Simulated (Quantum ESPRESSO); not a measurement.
# Energy and gap at +3 % biaxial strain: Cl-SiC-Cl chair, 1 layer

How the rows were computed: Quantum ESPRESSO 7.5 driven by ASE, PBE, GBRV ultrasoft, ESM (bc1); atomic heights clamped; cell area 9.295 Å² at zero strain.

| strain (%) | energy (meV a cell) | gap on the mesh (eV) |
| --- | --- | --- |
| −3 | 94.44 | 2.085 |
| −1.5 | 22.17 | 2.206 |
| 0 | 0.00 | 2.248 |
| +1.5 | 20.93 | 2.180 |

**Question.** What are energy and gap at +3 %, and how stiff is the sheet?

**Fit.** About zero, E'' = (22.17 + 20.93 − 2 × 0.00)/1.5² = 19.16 meV per %² and E' = (20.93 − 22.17)/3 = −0.41 meV per %. With E = A K ε², where K = (C11 + C22)/2 + C12 (C11 + C12 for a hexagonal sheet), K = 19.16 × 10/(2 × 9.295) × 16.02 = 165 N/m. The parabola gives E(+3 %) = 0.00 + 3 × (−0.41) + 4.5 × 19.16 = 85.0 meV. Continuing the last slope, the gap is 2 × 2.180 − 2.248 = 2.112 eV.

**Check.** E = 78.8 meV and the gap 2.019 eV. The parabola misses by +6.2 meV, too high, since bonds soften under tension. The gap's line misses by +0.093 eV: the gap is not linear in strain.

**Limits.** Clamped heights stiffen sheets with several planes. Semilocal gap, no spin-orbit coupling.
